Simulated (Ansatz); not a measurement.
## Resistivity from frozen vibrations: V(100) with 4 thermally displaced layers, 2x2

How much do lattice vibrations at 300 K scatter the electrons of V? Layers with random displacements are laid between perfect leads, and the resistance is followed against their length.

Program: Ansatz 0.2.0. Level of theory: Ansatz plane-wave DFT, PBE, PAW files; ballistic transport by layer matching (Landauer), zero bias; PAW set soft_1. Results are calculated unless marked as measured.

This is a report of a sequence of runs, with most program output left out.

**1. Starting point**

The cell holds 56 atoms: 56 V. Cell: a = 6.052 Å, b = 6.052 Å, c = 21.182 Å, α = 90.0°, β = 90.0°, γ = 90.0°. It derives from V. Regions: lead, 40 atoms (40 V); scattering region, 16 atoms (16 V). The structure is stacked along c, and the current runs across the ab planes.

**2. With 4 displaced layers**

Each atom of 4 layers is moved at random, by amounts drawn from a normal law 0.0787 Å wide in each direction from the Debye model (380 K) at 300 K. The layers about the cell's end stay perfect and serve as the lead. Disorder leaves little or no symmetry, which makes such runs dear. Energies from -0.05 to 0.05 eV in steps of 0.05 eV are too few for the program's thermal sum, so it prints no conductance; for a metal the transmission near the Fermi level serves, at a fraction of the cost.

Input file input.yaml:

```yaml
crystal:
  lattice:
    - [6.052, 0.0, 0.0]
    - [0.0, 6.052, 0.0]
    - [0.0, 0.0, 21.182]
  atoms:
    - { symbol: V, position: [0.0, 0.0, 0.0357142857] }
    - { symbol: V, position: [0.0, 0.5, 0.0357142857] }
    - { symbol: V, position: [0.5, 0.0, 0.0357142857] }
    - { symbol: V, position: [0.5, 0.5, 0.0357142857] }
    - { symbol: V, position: [0.25, 0.25, 0.1071428571] }
    - { symbol: V, position: [0.25, 0.75, 0.1071428571] }
    - { symbol: V, position: [0.75, 0.25, 0.1071428571] }
    - { symbol: V, position: [0.75, 0.75, 0.1071428571] }
[... 44 atom lines left out ...]
    - { symbol: V, position: [0.25, 0.25, 0.9642857143] }
    - { symbol: V, position: [0.25, 0.75, 0.9642857143] }
    - { symbol: V, position: [0.75, 0.25, 0.9642857143] }
    - { symbol: V, position: [0.75, 0.75, 0.9642857143] }
kpoints:
  mp_grid: { grid: [4, 4, 1] }
hamiltonian:
  xc: pbe
  pseudopotentials: { kind: paw, azcp: { folder: soft_1 } }
scf:
  occupations: { method: fermi_dirac, width: 0.1 }
output:
  transmission: { leads: [[0, 4]], kmesh: [8, 8], e_range: [-0.05, 0.05], de: 0.05 }
  write_potential: true
  write_density: true
  volumetric_format: npy
  elf: true
```

Launch:

```sh
ansatz run input.yaml --threads 4 --pin off --max-ram 15360MiB --backend cpu --events-out ev --progress --plain --runs-dir out
```

Run time: 17 min. Hardware: 4 threads of Arm Neoverse V1, shared host; peak memory 6.7 GiB.

This run has no spin polarisation, although V can carry a moment.

Numbers from this step:

```
free energy                                    : -163095.7046 eV
energy at zero smearing                        : -163094.0637 eV
Fermi energy                                   : 16.05 eV
cell area                                      : 36.63 Å²
transmission per spin nearest the Fermi level  : 7.574
open channels per spin nearest the Fermi level : 10.05
step of the lead's potential                   : 1.5 meV
```

Per spin. Table of transmission, zone mean by energy, zero at the Fermi level:

```tsv
energy (eV)	transmission, zone mean
-0.0500	7.76
0.0000	7.57
0.0500	7.21
```

Per spin. Open channels, zone mean, lead against energy, zero at the Fermi level:

```tsv
energy (eV)	open channels, zone mean, lead
-0.0500	10.5
0.0000	10.0
0.0500	9.42
```

Transmission over k1 and k2. At 0.0000 eV from the Fermi level.

Values, 8 rows by 8 columns:
```
 5.1  3.3  5.8  9.0  8.8  8.8  6.0  3.3
 4.0  5.6  8.2  9.9 10.7 10.3  8.3  5.8
 4.4  8.9 10.2  9.7  9.8  9.8 10.4  8.7
 7.1  9.0 11.1  9.9 10.2  9.9 11.1  9.0
 4.4  8.7 10.4  9.8  9.8  9.7 10.2  8.9
 4.0  5.8  8.3 10.3 10.7  9.9  8.2  5.6
 5.1  3.3  6.0  8.8  8.8  9.0  5.8  3.3
 3.7  5.1  4.0  4.5  7.0  4.5  4.0  5.1
```
Columns: k1 (b1) from -0.5 to 0.375; rows upwards: k2 (b2) from -0.5 to 0.375.

Open channels over k1 and k2. At 0.0000 eV from the Fermi level.

Ten even steps from '0' (4.0) to '9' (14.0):
```
20588850
25899985
28977798
68977798
28977798
25899985
20588850
02226222
```
Columns: k1 (b1) from -0.5 to 0.375; rows upwards: k2 (b2) from -0.5 to 0.375.

Electrostatic potential energy in the ca plane at fractional y = 0.000, with atoms of V within 0.2 Å of it. With pseudopotentials it is smooth inside the atoms' cores, unlike the true potential.

Ten even steps from '0' (-24 eV) to '9' (18 eV), each cell a mean:
```
96100069972000599710004999400028996000179971
98511489996213799840016999841269998411589995
99987899999878999986579999988899999878999999
99999999999999999999999999999999999999999999
99999999999999999999999999998899999999999999
99744799997546899986458999853369999744799997
97200279983001699951004899610028997200279983
96000059971000499830002799400007995000069970
96100069972000599940002899610027996000179971
98521489996213799973126999852369998411589985
99877899999878999998789999998899999877999999
99999999999999999999999999999999999999999999
99999999999999999999999999999999999999999999
99754799998546899997789999864579999745799997
97200279983001699951137999610038997200279983
96000059971000489710004999400017995000069970
```
Columns run along c (16.0 Å, from fractional 0.12 to 0.88 of the cell; values clipped at the 3rd and 97th percentile), rows up along a (6.1 Å). Atoms in or near the plane, at fractional coordinates: V at (0.18, 0.00), V at (0.18, 0.50), V at (0.32, 0.00), V at (0.32, 0.50), V at (0.46, 0.98), V at (0.47, 0.50), V at (0.61, 0.00), V at (0.61, 0.51), V at (0.75, 0.00), V at (0.75, 0.50).

ELF in the ca plane at fractional y = 0.000, with atoms of V within 0.2 Å of it. It is the smooth field of the valence electrons, not physical close to the nuclei.

Ten even steps from '0' (0.14) to '9' (0.71), each cell a mean:
```
30699703404998124059982151189940421799603305
51245215621453156227751264034412641255215511
64100146652001466411012555310025654100146652
56544565566435655653246645653466556544665566
55411355554213555553135656521136665311455554
62111125631111256411111465113213662111136631
40488504513786135216872153169840541588404403
20799702305998214029994041189960321799702306
30699703404998125128994042179950421699603305
51255215621453146303541264123312641255215521
64100146652001355530002565410125654100146642
56544565566445654564456545654566556544665566
55422355554213555554356555531246565312455554
62011026630111256410002565111113662011036630
40488504513886135215640362168830540588404403
20799702305998213049982151289950321799702306
```
Columns run along c (16.0 Å, from fractional 0.12 to 0.88 of the cell), rows up along a (6.1 Å). Atoms in or near the plane, at fractional coordinates: V at (0.18, 0.00), V at (0.18, 0.50), V at (0.32, 0.00), V at (0.32, 0.50), V at (0.46, 0.98), V at (0.47, 0.50), V at (0.61, 0.00), V at (0.61, 0.51), V at (0.75, 0.00), V at (0.75, 0.50).

Valence density in the ca plane at fractional y = 0.000, with atoms of V within 0.2 Å of it. It is the smooth field of the valence electrons, not physical close to the nuclei.

Ten even steps from '0' (0 e/Å³) to '9' (15 e/Å³), each cell a mean:
```
00266200001573000017940000036510000266100001
00011000000110000002310000001100000011000000
00000000000000000000000000000000000000000000
00000000000000000000000000000000000000000000
00000000000000000000000000000000000000000000
00000000000000000000000000000000000000000000
00133100000341000002420000025410000133100000
00288300001794000005961000039820000388200002
00266200001573000003741000025410000266100001
00011000000110000000110000001000000011000000
00000000000000000000000000000000000000000000
00000000000000000000000000000000000000000000
00000000000000000000000000000000000000000000
00000000000000000000000000000000000000000000
00133100000341000001200000024300000133100000
00289300001794000016830000049710000398200002
```
Columns run along c (16.0 Å, from fractional 0.12 to 0.88 of the cell), rows up along a (6.1 Å). Atoms in or near the plane, at fractional coordinates: V at (0.18, 0.00), V at (0.18, 0.50), V at (0.32, 0.00), V at (0.32, 0.50), V at (0.46, 0.98), V at (0.47, 0.50), V at (0.61, 0.00), V at (0.61, 0.51), V at (0.75, 0.00), V at (0.75, 0.50).

Over the solved energies the transmission per spin lies between 7.21 and 7.76, out of 9.98 channels of the lead on average (up to 10.5).

**3. With 8 displaced layers**

Each atom of 8 layers is moved at random, by amounts drawn from a normal law 0.0787 Å wide in each direction from the Debye model (380 K) at 300 K. A fresh draw is used; the growth of the resistance with length is what counts.

System of this step: V(100) with 8 thermally displaced layers, 2x2. The cell holds 72 atoms: 72 V. Its edges and angles: a = 6.052 Å, b = 6.052 Å, c = 27.234 Å, α = 90.0°, β = 90.0°, γ = 90.0°. It derives from V. Regions: lead, 40 atoms (40 V); scattering region, 32 atoms (32 V). The structure is stacked along c, and the current runs across the ab planes.

Input file input.yaml:

```yaml
crystal:
  lattice:
    - [6.052, 0.0, 0.0]
    - [0.0, 6.052, 0.0]
    - [0.0, 0.0, 27.234]
  atoms:
    - { symbol: V, position: [0.0, 0.0, 0.0277777778] }
    - { symbol: V, position: [0.0, 0.5, 0.0277777778] }
    - { symbol: V, position: [0.5, 0.0, 0.0277777778] }
    - { symbol: V, position: [0.5, 0.5, 0.0277777778] }
    - { symbol: V, position: [0.25, 0.25, 0.0833333333] }
    - { symbol: V, position: [0.25, 0.75, 0.0833333333] }
    - { symbol: V, position: [0.75, 0.25, 0.0833333333] }
    - { symbol: V, position: [0.75, 0.75, 0.0833333333] }
[... 60 atom lines left out ...]
    - { symbol: V, position: [0.25, 0.25, 0.9722222222] }
    - { symbol: V, position: [0.25, 0.75, 0.9722222222] }
    - { symbol: V, position: [0.75, 0.25, 0.9722222222] }
    - { symbol: V, position: [0.75, 0.75, 0.9722222222] }
kpoints:
  mp_grid: { grid: [4, 4, 1] }
hamiltonian:
  xc: pbe
  pseudopotentials: { kind: paw, azcp: { folder: soft_1 } }
scf:
  occupations: { method: fermi_dirac, width: 0.1 }
output:
  transmission: { leads: [[0, 4]], kmesh: [8, 8], e_range: [-0.05, 0.05], de: 0.05 }
  write_potential: true
  write_density: true
  volumetric_format: npy
```

It took 24 min on 4 threads; peak memory 9.7 GiB.

This step gave:

| Quantity | Value |
| --- | --- |
| free energy | -209693.6158 eV |
| energy at zero smearing | -209691.5781 eV |
| Fermi energy | 16.07 eV |
| transmission per spin nearest the Fermi level | 5.656 |
| step of the lead's potential | 1.2 meV |

Per spin. Table of transmission, zone mean by energy, zero at the Fermi level:

```tsv
energy (eV)	transmission, zone mean
-0.0500	5.79
0.0000	5.66
0.0500	5.34
```

Over the solved energies the transmission per spin lies between 5.34 and 5.79, out of 9.90 channels of the lead on average (up to 10.4).

**4. With 12 displaced layers**

Each atom of 12 layers is moved at random, by amounts drawn from a normal law 0.0787 Å wide in each direction from the Debye model (380 K) at 300 K. A fresh draw is used; the growth of the resistance with length is what counts.

System of this step: V(100) with 12 thermally displaced layers, 2x2. The cell holds 88 atoms: 88 V. Cell: a = 6.052 Å, b = 6.052 Å, c = 33.286 Å, α = 90.0°, β = 90.0°, γ = 90.0°. It derives from V. Regions: lead, 40 atoms (40 V); scattering region, 48 atoms (48 V). The structure is stacked along c, and the current runs across the ab planes.

Input file input.yaml:

```yaml
crystal:
  lattice:
    - [6.052, 0.0, 0.0]
    - [0.0, 6.052, 0.0]
    - [0.0, 0.0, 33.286]
  atoms:
    - { symbol: V, position: [0.0, 0.0, 0.0227272727] }
    - { symbol: V, position: [0.0, 0.5, 0.0227272727] }
    - { symbol: V, position: [0.5, 0.0, 0.0227272727] }
    - { symbol: V, position: [0.5, 0.5, 0.0227272727] }
    - { symbol: V, position: [0.25, 0.25, 0.0681818182] }
    - { symbol: V, position: [0.25, 0.75, 0.0681818182] }
    - { symbol: V, position: [0.75, 0.25, 0.0681818182] }
    - { symbol: V, position: [0.75, 0.75, 0.0681818182] }
[... 76 atom lines left out ...]
    - { symbol: V, position: [0.25, 0.25, 0.9772727273] }
    - { symbol: V, position: [0.25, 0.75, 0.9772727273] }
    - { symbol: V, position: [0.75, 0.25, 0.9772727273] }
    - { symbol: V, position: [0.75, 0.75, 0.9772727273] }
kpoints:
  mp_grid: { grid: [4, 4, 1] }
hamiltonian:
  xc: pbe
  pseudopotentials: { kind: paw, azcp: { folder: soft_1 } }
scf:
  occupations: { method: fermi_dirac, width: 0.1 }
output:
  transmission: { leads: [[0, 4]], kmesh: [8, 8], e_range: [-0.05, 0.05], de: 0.05 }
  write_potential: true
  write_density: true
  volumetric_format: npy
```

It took 34 min on 4 threads; peak memory 7.2 GiB.

This step gave:

- free energy: -256291.4316 eV
- energy at zero smearing: -256288.9778 eV
- transmission per spin nearest the Fermi level: 4.291
- step of the lead's potential: 1.5 meV

Per spin. Table of transmission, zone mean by energy, zero at the Fermi level:

```tsv
energy (eV)	transmission, zone mean
-0.0500	4.43
0.0000	4.29
0.0500	4.02
```

Over the solved energies the transmission per spin lies between 4.02 and 4.43, out of 9.90 channels of the lead on average (up to 10.4).

**5. The fit**

This step: Ansatz plane-wave DFT, PBE, PAW files; ballistic transport by layer matching (Landauer), zero bias; resistivity from the slope of the area resistance; PAW set soft_1 (Ansatz 0.2.0).

This step gave:

- resistivity: 39.67 µΩ cm
- intercept: -0.09401 fΩ m²
- scatter about the fit: 0.01323 fΩ m²

Resistance, by row:

```tsv
run	length (Å)	T	channels N	RA (fΩ m²)
n4	6.052	7.517	9.984	0.1554
n8	12.1	5.595	9.901	0.3674
n12	18.16	4.247	9.901	0.6356
```

Area resistance against length of the displaced region:

```tsv
length of the displaced region (Å)	area resistance (fΩ m²)
6.05	0.155
12.10	0.367
18.16	0.636
```

The area resistance goes from 0.16 to 0.64 fΩ m² between 6.1 and 18.2 Å, a slope of 40 µΩ cm.

By hand from the end points: (0.6356 − 0.1554) fΩ m² / (18.16 − 6.05) Å = 40 µΩ cm, since 1 fΩ m² per Å is 1000 µΩ cm.

**6. Summary of results**

| Property | Result |
| --- | --- |
| resistivity from the slope | 39.7 µΩ cm |
| area resistance over 6.05 Å | 0.155 fΩ m² |
| area resistance over 12.1 Å | 0.367 fΩ m² |
| area resistance over 18.2 Å | 0.636 fΩ m² |

The slope gives 40 µΩ cm. The points scatter by 0.013 fΩ m² about the line, with one random draw a length in a 2x2 cell, so the slope is a rough value. The mean square of the displacements drawn is 0.78, 0.91 and 1.0 of the nominal one at the three lengths; with each resistance scaled back by that, the slope is 35 µΩ cm, the value used below. Read with a model of isotropic scattering on a spherical Fermi surface and the lead's 2.1×10¹⁵ S/m², this slope means a mean free path near 10 Å; over these lengths the model's slope is within 3 % of its bulk resistivity. Uncorrelated displacements put too much weight on short waves, which scatter strongly; with the sideways repeat of a small cell, one draw and three short lengths, the method is good to a factor of two or three. The measured value is 20.2 µΩ cm (CRC Handbook of Chemistry and Physics, 84th ed., 2003, Electrical Resistivity of Pure Metals); the scaled slope is 1.7 times that: clearly high.

[Logs are printed without paths, hosts, clocks, repeated set-up lines and the standing remarks that a program may print on its own settings, such as how far it seeks lower states.]

[Hosts, paths, dates, database ids (printed as entryN), source tags and the programs' standing remarks are cut or masked in the printed files.]
